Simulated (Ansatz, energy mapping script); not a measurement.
# VOF2 monolayer: energy mapping under LDA+U (1.92 eV)

Wanted: the magnetic order of VOF2 monolayer, its couplings and an estimate of its ordering temperature, by LDA+U (1.92 eV).

Calculated with Ansatz 0.2.0; LDA with U = 1.92 eV on V d, ortho-atomic projectors; plane waves, U on orthogonalised atomic orbitals unless named otherwise, collinear spin, no spin–orbit coupling.

This is a report of a sequence of runs, with most program output left out.

## 1. Set-up

The cell holds 4 atoms: 1 V, 1 O and 2 F. Cell: a = 3.085 Å, b = 3.732 Å, c = 17.495 Å, α = 90.0°, β = 90.0°, γ = 90.0°. It derives from VOF2. one layer cut from the bulk crystal, unrelaxed, 15 A of vacuum. Vacuum lies along c.

The cell comes from a database of computed structures, and need not be the one that the compound takes in experiment.

The U corrects the self-interaction that lets semilocal functionals spread d and f electrons too far. Its value here is typed, not computed.

## 2. Probe run

One run in the crystal's own cell, under LDA with U = 3.36 eV on V d, ortho-atomic projectors, shows which elements keep a moment. Transition or f elements with 0.3 μB or more enter the spin model; moments induced on other atoms do not.

input.yaml reads:

```yaml
crystal:
  lattice:
    - [3.085137, 0.0, 0.0]
    - [0.0, 3.731866, 0.0]
    - [0.0, 0.0, 17.495121]
  atoms:
    - { symbol: V, position: [0.480221, 0.468864, 0.5], spin: 2.0 }
    - { symbol: O, position: [0.480221, 0.018247, 0.5] }
    - { symbol: F, position: [0.980221, 0.522729, 0.428691] }
    - { symbol: F, position: [0.980221, 0.522729, 0.571309] }
magnetization:
  spin_polarized: true
kpoints:
  mp_grid: { grid: [8, 7, 1] }
hamiltonian:
  xc: lda
  hubbard:
    sites: [{ species: V, l: d, u_eff: 3.36 }]
    projectors: ortho-atomic
scf:
  occupations: { method: fermi_dirac, width: 0.05 }
output:
  eigenvalues: true
```

Command:

```
$ ansatz run input.yaml --threads 4 --pin off --max-ram 8192MiB --backend cpu --events-out ev --progress --plain --runs-dir out
```

Wall time 8.1 s (4 threads of Arm Neoverse V1, shared host); peak memory 0.53 GiB.

Spin moment in the sphere by atom:

```csv
atom,spin moment in the sphere (μB)
V1,0.794
O2,-0.135
F3,-0.003
F4,-0.003
```

The run ends ferromagnetic; V carries the moments.

## 3. Seed run in the crystal's own cell

A corrected shell can settle in several orbital fillings. One parallel run, with an occupation width a fifth wider than the orders use, therefore is to supply the occupation matrices. All orders start from them.

input.yaml, the sections that differ from step 2:

```yaml
kpoints:
  mp_grid: { grid: [11, 9, 1] }
hamiltonian:
  xc: lda
  hubbard:
    sites: [{ species: V, l: d, u_eff: 1.92 }]
    projectors: ortho-atomic
scf:
  occupations: { method: fermi_dirac, width: 0.084 }
# crystal, magnetization, output: as in step 2
```

Wall time 13 s (4 threads); peak memory 0.59 GiB.

Read from the output:

| Quantity | Value |
| --- | --- |
| final state | ferromagnetic |
| electrons in the corrected shells | 3.163 e |
| largest moment | 0.769 μB |

## 4. Run 1 (parallel; cell A, 8 atoms)

The parallel order is the zero of energy for this cell and mesh.

input.yaml reads:

```yaml
crystal:
  lattice:
    - [6.170274, 0.0, 0.0]
    - [0.0, 3.731866, 0.0]
    - [0.0, 0.0, 17.495121]
  atoms:
    - { symbol: V, position: [0.2401105, 0.468864, 0.5], spin: 2.0 }
    - { symbol: V, position: [0.7401105, 0.468864, 0.5], spin: 2.0 }
    - { symbol: O, position: [0.2401105, 0.018247, 0.5] }
    - { symbol: O, position: [0.7401105, 0.018247, 0.5] }
    - { symbol: F, position: [0.4901105, 0.522729, 0.428691] }
    - { symbol: F, position: [0.9901105, 0.522729, 0.428691] }
    - { symbol: F, position: [0.4901105, 0.522729, 0.571309] }
    - { symbol: F, position: [0.9901105, 0.522729, 0.571309] }
magnetization:
  spin_polarized: true
kpoints:
  mp_grid: { grid: [6, 9, 1] }
hamiltonian:
  xc: lda
  hubbard:
    sites:
      - { species: V, l: d, u_eff: 1.92 }
      - { site: 0, l: d, u_eff: 1.92, starting_ns: [{ spin: up, occupation_matrix: v1_major }, { spin: down, occupation_matrix: v1_minor }] }
      - { site: 1, l: d, u_eff: 1.92, starting_ns: [{ spin: up, occupation_matrix: v1_major }, { spin: down, occupation_matrix: v1_minor }] }
    projectors: ortho-atomic
    occupation_matrices:
      v1_major:
        matrix:
          - [0.879, 0.0, 0.0, -0.24, 0.0]
          - [0.0, 0.219, 0.0, 0.0, 0.0]
          - [0.0, 0.0, 0.285, 0.0, 0.0]
          - [-0.24, 0.0, 0.0, 0.455, 0.0]
          - [0.0, 0.0, 0.0, 0.0, 0.309]
      v1_minor:
        matrix:
          - [0.112, 0.0, 0.0, 0.088, 0.0]
          - [0.0, 0.195, 0.0, 0.0, 0.0]
          - [0.0, 0.0, 0.215, 0.0, 0.0]
          - [0.088, 0.0, 0.0, 0.265, 0.0]
          - [0.0, 0.0, 0.0, 0.0, 0.23]
scf:
  occupations: { method: fermi_dirac, width: 0.07 }
output:
  eigenvalues: true
  write_density: true
  write_potential: true
  elf: true
  volumetric_format: npy
```

The job ended after 34 s (4 threads; peak memory 1.3 GiB; 2.2 min of CPU time).

Spin moment in the sphere by atom:

```csv
atom,spin moment in the sphere (μB)
V1,0.769
V2,0.769
O3,-0.115
O4,-0.115
F5,0.002
F6,0.002
F7,0.002
F8,0.002
```

The run ends ferromagnetic.

Spin density in the cb plane at fractional x = 0.240, with atoms of V and O within 0.2 Å of it.

Values in units of 1e-1 e/Å³, 5 rows by 16 columns, each cell a mean:
```
 0.0  0.0  0.0  0.0  0.0  0.0  0.0 -0.2 -0.3  0.0  0.0  0.0  0.0  0.0  0.0  0.0
 0.0  0.0  0.0  0.0  0.0  0.0  0.0  0.5  0.6  0.1  0.0  0.0  0.0  0.0  0.0  0.0
 0.0  0.0  0.0  0.0  0.0  0.0  0.1  5.2  6.9  0.3  0.0  0.0  0.0  0.0  0.0  0.0
 0.0  0.0  0.0  0.0  0.0  0.0  0.1  0.7  0.7  0.1  0.0  0.0  0.0  0.0  0.0  0.0
 0.0  0.0  0.0  0.0  0.0  0.0  0.0 -0.5 -0.7  0.0  0.0  0.0  0.0  0.0  0.0  0.0
```
Columns run along c (17.5 Å), rows up along b (3.7 Å). Atoms in or near the plane, at fractional coordinates: V at (0.50, 0.47), O at (0.50, 0.02).

ELF in the cb plane at fractional x = 0.240, with atoms of V and O within 0.2 Å of it. It is the smooth field of the valence electrons, not physical close to the nuclei.

Ten even steps from '0' (0.00) to '9' (0.81), each cell a mean:
```
00000000000000000015999972000000000000000000
00000000000000000001577630000000000000000000
00000000000000000000123100000000000000000000
00000000000000000001489620000000000000000000
00000000000000000002798941000000000000000000
00000000000000000001478620000000000000000000
00000000000000000001344321000000000000000000
00000000000000000015898972000000000000000000
00000000000000000016975984000000000000000000
```
Columns run along c (17.5 Å), rows up along b (3.7 Å). Atoms in or near the plane, at fractional coordinates: V at (0.50, 0.47), O at (0.50, 0.02).

## 5. Order 2: compensated +−, cell A of 8 atoms

This order reverses 2 of the 2 neighbours at 3.08 Å, 0 of the 2 neighbours at 3.73 Å and 4 of the 4 neighbours at 4.84 Å, counted for an average magnetic atom.

Edit input.yaml of step 4 so:

```diff
@@ -7,3 +7,3 @@
     - { symbol: V, position: [0.2401105, 0.468864, 0.5], spin: 2.0 }
-    - { symbol: V, position: [0.7401105, 0.468864, 0.5], spin: 2.0 }
+    - { symbol: V, position: [0.7401105, 0.468864, 0.5], spin: -2.0 }
     - { symbol: O, position: [0.2401105, 0.018247, 0.5] }
@@ -24,3 +24,3 @@
       - { site: 0, l: d, u_eff: 1.92, starting_ns: [{ spin: up, occupation_matrix: v1_major }, { spin: down, occupation_matrix: v1_minor }] }
-      - { site: 1, l: d, u_eff: 1.92, starting_ns: [{ spin: up, occupation_matrix: v1_major }, { spin: down, occupation_matrix: v1_minor }] }
+      - { site: 1, l: d, u_eff: 1.92, starting_ns: [{ spin: up, occupation_matrix: v1_minor }, { spin: down, occupation_matrix: v1_major }] }
     projectors: ortho-atomic
```

The job ended after 44 s (4 threads; peak memory 1.2 GiB; 2.8 min of CPU time).

Spin moment in the sphere by atom:

```
atom  spin moment in the sphere (μB)
  V1                           0.754
  V2                          -0.754
  O3                          -0.111
  O4                           0.111
  F5                           0.000
  F6                           0.000
  F7                           0.000
  F8                           0.000
```

The run ends antiferromagnetic, 8.92 meV a magnetic atom above the parallel order of its cell.

Spin density in the cb plane at fractional x = 0.240, with atoms of V and O within 0.2 Å of it.

Ten even steps from '0' (-0.2 e/Å³) to '9' (1.2 e/Å³), each cell a mean:
```
11111111111111111111100111111111111111111111
11111111111111111111111111111111111111111111
11111111111111111111111111111111111111111111
11111111111111111111333321111111111111111111
11111111111111111112589731111111111111111111
11111111111111111111344421111111111111111111
11111111111111111111111111111111111111111111
11111111111111111111110111111111111111111111
11111111111111111111100011111111111111111111
```
Columns run along c (17.5 Å), rows up along b (3.7 Å). Atoms in or near the plane, at fractional coordinates: V at (0.50, 0.47), O at (0.50, 0.02).

ELF in the cb plane at fractional x = 0.240, with atoms of V and O within 0.2 Å of it. It is the smooth field of the valence electrons, not physical close to the nuclei.

Ten even steps from '0' (0.00) to '9' (0.82), each cell a mean:
```
00000000000000000015999972000000000000000000
00000000000000000001577630000000000000000000
00000000000000000000123100000000000000000000
00000000000000000001489620000000000000000000
00000000000000000002798941000000000000000000
00000000000000000001478620000000000000000000
00000000000000000001344321000000000000000000
00000000000000000015898972000000000000000000
00000000000000000016975984000000000000000000
```
Columns run along c (17.5 Å), rows up along b (3.7 Å). Atoms in or near the plane, at fractional coordinates: V at (0.50, 0.47), O at (0.50, 0.02).

## 6. Order 3: parallel, cell B of 8 atoms

A new cell needs its own zero of energy.

This run holds the same structure in another cell (a 6.170 → 3.085 Å, b 3.732 → 7.464 Å).

input.yaml reads:

```yaml
crystal:
  lattice:
    - [3.085137, 0.0, 0.0]
    - [0.0, 7.463732, 0.0]
    - [0.0, 0.0, 17.495121]
  atoms:
    - { symbol: V, position: [0.480221, 0.234432, 0.5], spin: 2.0 }
    - { symbol: V, position: [0.480221, 0.734432, 0.5], spin: 2.0 }
    - { symbol: O, position: [0.480221, 0.0091235, 0.5] }
    - { symbol: O, position: [0.480221, 0.5091235, 0.5] }
    - { symbol: F, position: [0.980221, 0.2613645, 0.428691] }
    - { symbol: F, position: [0.980221, 0.7613645, 0.428691] }
    - { symbol: F, position: [0.980221, 0.2613645, 0.571309] }
    - { symbol: F, position: [0.980221, 0.7613645, 0.571309] }
magnetization:
  spin_polarized: true
kpoints:
  mp_grid: { grid: [11, 5, 1] }
hamiltonian:
  xc: lda
  hubbard:
    sites:
      - { species: V, l: d, u_eff: 1.92 }
      - { site: 0, l: d, u_eff: 1.92, starting_ns: [{ spin: up, occupation_matrix: v1_major }, { spin: down, occupation_matrix: v1_minor }] }
      - { site: 1, l: d, u_eff: 1.92, starting_ns: [{ spin: up, occupation_matrix: v1_major }, { spin: down, occupation_matrix: v1_minor }] }
    projectors: ortho-atomic
    occupation_matrices:
      v1_major:
        matrix:
          - [0.879, 0.0, 0.0, -0.24, 0.0]
          - [0.0, 0.219, 0.0, 0.0, 0.0]
          - [0.0, 0.0, 0.285, 0.0, 0.0]
          - [-0.24, 0.0, 0.0, 0.455, 0.0]
          - [0.0, 0.0, 0.0, 0.0, 0.309]
      v1_minor:
        matrix:
          - [0.112, 0.0, 0.0, 0.088, 0.0]
          - [0.0, 0.195, 0.0, 0.0, 0.0]
          - [0.0, 0.0, 0.215, 0.0, 0.0]
          - [0.088, 0.0, 0.0, 0.265, 0.0]
          - [0.0, 0.0, 0.0, 0.0, 0.23]
scf:
  occupations: { method: fermi_dirac, width: 0.07 }
output:
  eigenvalues: true
```

The job ended after 26 s (4 threads; peak memory 1 GiB; 99 s of CPU time).

The run ends ferromagnetic. For each magnetic atom its energy differs from the parallel run of the first cell by -0.01 meV, an error that one common reference would have brought in.

## 7. Order 4: compensated +−, cell B of 8 atoms

This order reverses 0 of the 2 neighbours at 3.08 Å, 2 of the 2 neighbours at 3.73 Å and 4 of the 4 neighbours at 4.84 Å, counted for an average magnetic atom.

Edit input.yaml of step 6 so:

```diff
@@ -7,3 +7,3 @@
     - { symbol: V, position: [0.480221, 0.234432, 0.5], spin: 2.0 }
-    - { symbol: V, position: [0.480221, 0.734432, 0.5], spin: 2.0 }
+    - { symbol: V, position: [0.480221, 0.734432, 0.5], spin: -2.0 }
     - { symbol: O, position: [0.480221, 0.0091235, 0.5] }
@@ -24,3 +24,3 @@
       - { site: 0, l: d, u_eff: 1.92, starting_ns: [{ spin: up, occupation_matrix: v1_major }, { spin: down, occupation_matrix: v1_minor }] }
-      - { site: 1, l: d, u_eff: 1.92, starting_ns: [{ spin: up, occupation_matrix: v1_major }, { spin: down, occupation_matrix: v1_minor }] }
+      - { site: 1, l: d, u_eff: 1.92, starting_ns: [{ spin: up, occupation_matrix: v1_minor }, { spin: down, occupation_matrix: v1_major }] }
     projectors: ortho-atomic
```

Run time: 13 s. Hardware: 4 threads; peak memory 0.99 GiB; 52 s of CPU time.

The run ends antiferromagnetic, 1.45 meV a magnetic atom above the parallel order of its cell.

## 8. Order 5: parallel, cell C of 8 atoms

This run holds the same structure in another cell (a 3.085 → 4.842 Å, γ 90.0 → 39.6°).

input.yaml reads:

```yaml
crystal:
  lattice:
    - [3.085137, 3.731866, 0.0]
    - [0.0, 7.463732, 0.0]
    - [0.0, 0.0, 17.495121]
  atoms:
    - { symbol: V, position: [0.480221, 0.9943215, 0.5], spin: 2.0 }
    - { symbol: V, position: [0.480221, 0.4943215, 0.5], spin: 2.0 }
    - { symbol: O, position: [0.480221, 0.769013, 0.5] }
    - { symbol: O, position: [0.480221, 0.269013, 0.5] }
    - { symbol: F, position: [0.980221, 0.771254, 0.428691] }
    - { symbol: F, position: [0.980221, 0.271254, 0.428691] }
    - { symbol: F, position: [0.980221, 0.771254, 0.571309] }
    - { symbol: F, position: [0.980221, 0.271254, 0.571309] }
magnetization:
  spin_polarized: true
kpoints:
  mp_grid: { grid: [11, 11, 1] }
hamiltonian:
  xc: lda
  hubbard:
    sites:
      - { species: V, l: d, u_eff: 1.92 }
      - { site: 0, l: d, u_eff: 1.92, starting_ns: [{ spin: up, occupation_matrix: v1_major }, { spin: down, occupation_matrix: v1_minor }] }
      - { site: 1, l: d, u_eff: 1.92, starting_ns: [{ spin: up, occupation_matrix: v1_major }, { spin: down, occupation_matrix: v1_minor }] }
    projectors: ortho-atomic
    occupation_matrices:
      v1_major:
        matrix:
          - [0.879, 0.0, 0.0, -0.24, 0.0]
          - [0.0, 0.219, 0.0, 0.0, 0.0]
          - [0.0, 0.0, 0.285, 0.0, 0.0]
          - [-0.24, 0.0, 0.0, 0.455, 0.0]
          - [0.0, 0.0, 0.0, 0.0, 0.309]
      v1_minor:
        matrix:
          - [0.112, 0.0, 0.0, 0.088, 0.0]
          - [0.0, 0.195, 0.0, 0.0, 0.0]
          - [0.0, 0.0, 0.215, 0.0, 0.0]
          - [0.088, 0.0, 0.0, 0.265, 0.0]
          - [0.0, 0.0, 0.0, 0.0, 0.23]
scf:
  occupations: { method: fermi_dirac, width: 0.07 }
output:
  eigenvalues: true
```

Run time: 50 s. Hardware: 4 threads; peak memory 1.5 GiB.

The run ends ferromagnetic. For each magnetic atom its energy differs from the parallel run of the first cell by -0.04 meV, an error that one common reference would have brought in.

## 9. Order 6: compensated +−, cell C of 8 atoms

This order reverses 2 of the 2 neighbours at 3.08 Å, 2 of the 2 neighbours at 3.73 Å and 0 of the 4 neighbours at 4.84 Å, counted for an average magnetic atom.

Edit input.yaml of step 8 so:

```diff
@@ -7,3 +7,3 @@
     - { symbol: V, position: [0.480221, 0.9943215, 0.5], spin: 2.0 }
-    - { symbol: V, position: [0.480221, 0.4943215, 0.5], spin: 2.0 }
+    - { symbol: V, position: [0.480221, 0.4943215, 0.5], spin: -2.0 }
     - { symbol: O, position: [0.480221, 0.769013, 0.5] }
@@ -24,3 +24,3 @@
       - { site: 0, l: d, u_eff: 1.92, starting_ns: [{ spin: up, occupation_matrix: v1_major }, { spin: down, occupation_matrix: v1_minor }] }
-      - { site: 1, l: d, u_eff: 1.92, starting_ns: [{ spin: up, occupation_matrix: v1_major }, { spin: down, occupation_matrix: v1_minor }] }
+      - { site: 1, l: d, u_eff: 1.92, starting_ns: [{ spin: up, occupation_matrix: v1_minor }, { spin: down, occupation_matrix: v1_major }] }
     projectors: ortho-atomic
```

Run time: 26 s. Hardware: 4 threads; peak memory 1.4 GiB.

The run ends antiferromagnetic, 8.45 meV a magnetic atom above the parallel order of its cell.

(Continued in part 2 of 2.)

[Logs and program files are shortened in this print: banners, set-up blocks, solver, clock and traceback lines can be left out without a mark of their own.]

[Logs are printed without paths, hosts, clocks, repeated set-up lines and the standing remarks that a program may print on its own settings, such as how far it seeks lower states.]

[Hosts, paths, dates, database ids (printed as entryN), source tags and the programs' standing remarks are cut or masked in the printed files.]

[Where a cell is said to come from a database of computed structures, the database is the Materials Project.]
